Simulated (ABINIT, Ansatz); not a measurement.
# GaN (P6_3mc): G0W0 with ABINIT, start to end, part 3 of 3

Aim: the G0W0 gap of GaN (P6_3mc) on PBE, step by step.

ABINIT 10.8.3; PBE and many-body steps on it, plane waves. Known limits of the many-body steps: not at the basis limit; no spin-orbit coupling.

So far. Step 4 (Empty states on the mesh, 6×6×4 mesh, 324 bands): On this mesh the gap is 1.995 eV. Step 5 (Screening, 6×6×4 mesh, 144 bands, screening to 176.9 eV): Local fields lower ε∞ by 7 %.

The database entry behind the starting cell differs from later determinations by our own check (about 0.3 % short, ideal inner coordinate), so it need not match the best structure at ambient conditions.

### 6. Self-energy, 6×6×4 mesh, 144 bands, screening to 176.9 eV

The self-energy is evaluated for the states that the input lists, and the levels follow from it, in one-shot runs by the linearised quasiparticle equation.

This step: G0W0 on PBE, plane waves, norm-conserving pseudopotentials.

Input file run.abi:

```
acell 3*1.0 Angstrom
rprim 
  3.179999999980 0.000000000005 0.000000000000
  -1.589999999994 2.753960784015 0.000000000000
  0.000000000000 0.000000000000 5.166000000000
ntypat 2
znucl 31 7
natom 4
typat 1 1 2 2
xred 
  0.333333333333 0.666666666667 0.000000000000
  0.666666666667 0.333333333333 0.500000000000
  0.333333333333 0.666666666667 0.375000000000
  0.666666666667 0.333333333333 0.875000000000
pp_dirpath "pseudos"
pseudos "Ga.upf, N.upf"
ecut 45
ngkpt 6 6 4
nshiftk 1
shiftk 0 0 0
kptopt 1
chksymbreak 0
istwfk *1
occopt 1
irdwfk 1
optdriver 4
nband 144
gwcalctyp 0
ecutsigx 45
symsigma 1
nkptgw 1
kptgw 
  0.0000000000 0.0000000000 0.0000000000
bdgw 
  25 28
ecuteps 6.5
irdscr 1
ppmodel 1
indata_prefix "in"
outdata_prefix "out"
tmpdata_prefix "tmp"
```

The run is started by

```sh
$ OMP_NUM_THREADS=1 mpirun -n 4 abinit run.abi > log
```

Numbers of over 12 decimals in the logs are rounded to 6 here.

Log:

```text
.Version 10.8.3 of ABINIT. v10.8.2 released Aug 2026.

 Symmetries : space group P6_3 m c (#186); Bravais hP (primitive hexag.)
[... echo of the input left out ...]
== DATASET  1 ==================================================================
-   mpi_nproc: 4, omp_nthreads: 1 (-1 if OMP is not activated)

--- !DatasetInfo
iteration_state: {dtset: 1, }
dimensions: {natom: 4, nkpt: 21, mband: 144, nsppol: 1, nspinor: 1, nspden: 1, mpw: 4428, }
cutoff_energies: {ecut:  45.0, pawecutdg:  -1.0, }
electrons: {nelect:   5.20000000E+01, charge:   0.00000000E+00, occopt:   1.00000000E+00, tsmear:   1.00000000E-02, }

 SIGMA: Calculation of the GW corrections

 Based on a program developped by R.W. Godby, V. Olevano, G. Onida, and L. Reining.
 Incorporated in ABINIT by V. Olevano, G.-M. Rignanese, and M. Torrent.
.Using double precision arithmetic ; gwpc =  8

[... cell and pseudopotentials left out ...]
--------------------------------------------------------------------------------

 ==== K-mesh for the wavefunctions ====
 Number of points in the irreducible wedge :    21
[... list of points left out ...]
 Together with 12 symmetry operations and time-reversal symmetry
 yields   144 points in the full Brillouin Zone.

 ==== Q-mesh for screening function ====
 Number of points in the irreducible wedge :    21
[... list of points left out ...]
 Together with 12 symmetry operations and time-reversal symmetry
 yields   144 points in the full Brillouin Zone.

 vcoul_init : cutoff-mode = AUXILIARY_FUNCTION
 q-points for optical limit:   1
     1)      0.000010    0.000020    0.000030
 setmesh: FFT mesh size selected  =    32x   32x   60
          total number of points  =        61440

 Number of electrons calculated from density =   52.0000; Expected =   52.0000
 average of density, n =  0.170321
 r_s =    1.1191
 omega_plasma =   39.8097 [eV]

 === KS Band Gaps ===
  >>>> For spin  1
   Minimum direct gap =   1.9947 [eV], located at k-point      :   0.0000  0.0000  0.0000
   Fundamental gap    =   1.9947 [eV], Top of valence bands at :   0.0000  0.0000  0.0000
                                       Bottom of conduction at :   0.0000  0.0000  0.0000
 SIGMA fundamental parameters:
 PLASMON POLE MODEL  1
 number of plane-waves for SigmaX                 4367
 number of plane-waves for SigmaC and W            245
 number of plane-waves for wavefunctions          4367
 number of bands                                   144
 number of independent spin polarizations            1
 number of spinorial components                      1
 number of k-points in IBZ                          21
 number of q-points in IBZ                          21
 number of symmetry operations                      12
 number of k-points in BZ                          144
 number of q-points in BZ                          144
 number of frequencies for dSigma/dE                 9
 frequency step for dSigma/dE [eV]                0.25
 number of omega for Sigma on real axis              0
 max omega for Sigma on real axis  [eV]           0.00
 zcut for avoiding poles [eV]                     0.10

 EPSILON^-1 parameters (SCR file):
 dimension of the eps^-1 matrix on file            245
 dimension of the eps^-1 matrix used               245
 number of plane-waves for wavefunctions          4367
 number of bands                                   144
 number of q-points in IBZ                          21
 number of frequencies                               2
 number of real frequencies                          1
 number of imag frequencies                          1

 matrix elements of self-energy operator (all in [eV])

 Perturbative Calculation

--- !SelfEnergy_ee
iteration_state: {dtset: 1, }
kpoint     : [   0.000,    0.000,    0.000, ]
spin       : 1
KS_gap     :    1.995
QP_gap     :    2.868
Delta_QP_KS:    0.874
data: !SigmaeeData |
     Band     E0 <VxcDFT>   SigX SigC(E0)      Z dSigC/dE  Sig(E)    E-E0       E
       25   7.035 -19.131 -22.605   2.985   0.800  -0.251 -19.521  -0.390   6.644
       26   7.035 -19.131 -22.605   2.985   0.800  -0.251 -19.521  -0.390   6.644
       27   9.029 -14.219 -10.131  -3.502   0.826  -0.211 -13.736   0.483   9.512
       28  11.364 -14.010  -9.023  -4.230   0.836  -0.196 -13.377   0.633  11.997

== END DATASET(S) ==============================================================
================================================================================

 -outvars: echo values of variables after computation  --------
           etotal      0.0000000000E+00
            nband         144
             nkpt          21
          spgroup         186
 [... the other variables as echoed above ...]

 Calculation completed.
```

Wall time 18 s (4 MPI ranks of Intel Xeon Platinum 8259CL at 2.50GHz (Skylake/Cascade Lake), shared host); peak memory 2.5 GiB.

This step gave:

```
G0W0 gap on the points computed              : 2.868 eV
starting gap on the mesh                     : 1.995 eV
k of the valence top                         : 0, 0, 0
k of the conduction bottom                   : 0, 0, 0
Z at the valence top                         : 0.8
Z at the conduction bottom                   : 0.826
least direct G0W0 gap on the computed points : 2.868 eV
```

The gap on the mesh goes from 1.99 eV to 2.87 eV, a correction of +0.87 eV.

Limits: finite bands, cutoff and mesh; no spin-orbit coupling. v1 is the top filled band, c1 the lowest empty one. Levels before and after the correction, in eV, zero at the valence-band top of each column:

```tsv
	conduction bottom	valence top
Kohn-Sham	1.99	0.00
G0W0	2.87	0.00
```

```tsv
	level	energy (eV)
Kohn-Sham	Γ v2-v1	0.000
Kohn-Sham	Γ c1	1.995
Kohn-Sham	Γ c2	4.329
G0W0	Γ v2-v1	0.000
G0W0	Γ c1	2.868
G0W0	Γ c2	5.353
```

### 7. Where the time went

Times are wall times on 4 MPI ranks of Intel Xeon Platinum 8259CL at 2.50GHz (Skylake/Cascade Lake), shared host, good to a factor of about two.

```tsv
step	time	share	memory (GiB)
ground state	67 s	3 %	0.39
bands along the symmetry lines	85 s	4 %	0.46
empty states on the mesh	7.1 min	21 %	4.5
screening	24 min	71 %	3.2
self-energy	18 s	1 %	2.5
```

### 8. Outcome

| Property | Result |
| --- | --- |
| PBE gap | 1.99 eV, direct |
| G0W0 gap on the mesh | 2.87 eV |
| GW settings | 6×6×4 mesh, 144 bands, screening to 176.9 eV, Godby-Needs plasmon pole |
| known limits | not at the basis limit; no spin-orbit coupling |

In words: G0W0 moves the gap on the mesh from 1.99 eV to 2.87 eV (+0.87 eV), with Z of 0.80 and 0.83 at the edges. Local fields lower the RPA ε∞ on this mesh from 6.21 to 5.77. Only 1 of the mesh's irreducible points was corrected, so a valley elsewhere could overtake. The dearest step here is «screening». Bands and cutoff are finite, so the gap is not at the basis limit. The miss can reach some tenths of an eV and take either sign; the mesh is an error of its own. In the G0W0 run levels were corrected at 1 k point alone, so a gap called «on the mesh» is the least over those, and an edge elsewhere would be missed. The many-body steps are scalar-relativistic: spin-orbit coupling is not in them.

[Paths, hosts, dates, memory and timing lines, banners, echoed tables and standing remarks are left out of the program output.]

[Logs are printed without paths, hosts, clocks, repeated set-up lines and the standing remarks that a program may print on its own settings, such as how far it seeks lower states.]

[Runs of the session that timed out or met a known fault of the program may be left out.]

[Hosts, paths, dates, database ids (printed as entryN), source tags and the programs' standing remarks are cut or masked in the printed files.]

[G0W0 gaps are taken among the corrected bands and points alone; a level outside them can change the order at an edge.]

[Where Ansatz stands beside ABINIT at settings called matched, ABINIT's density can come from a denser mesh and the files from another edition; pairs whose starting gaps differed by over 0.03 eV were left out, so agreement reads better than it is.]
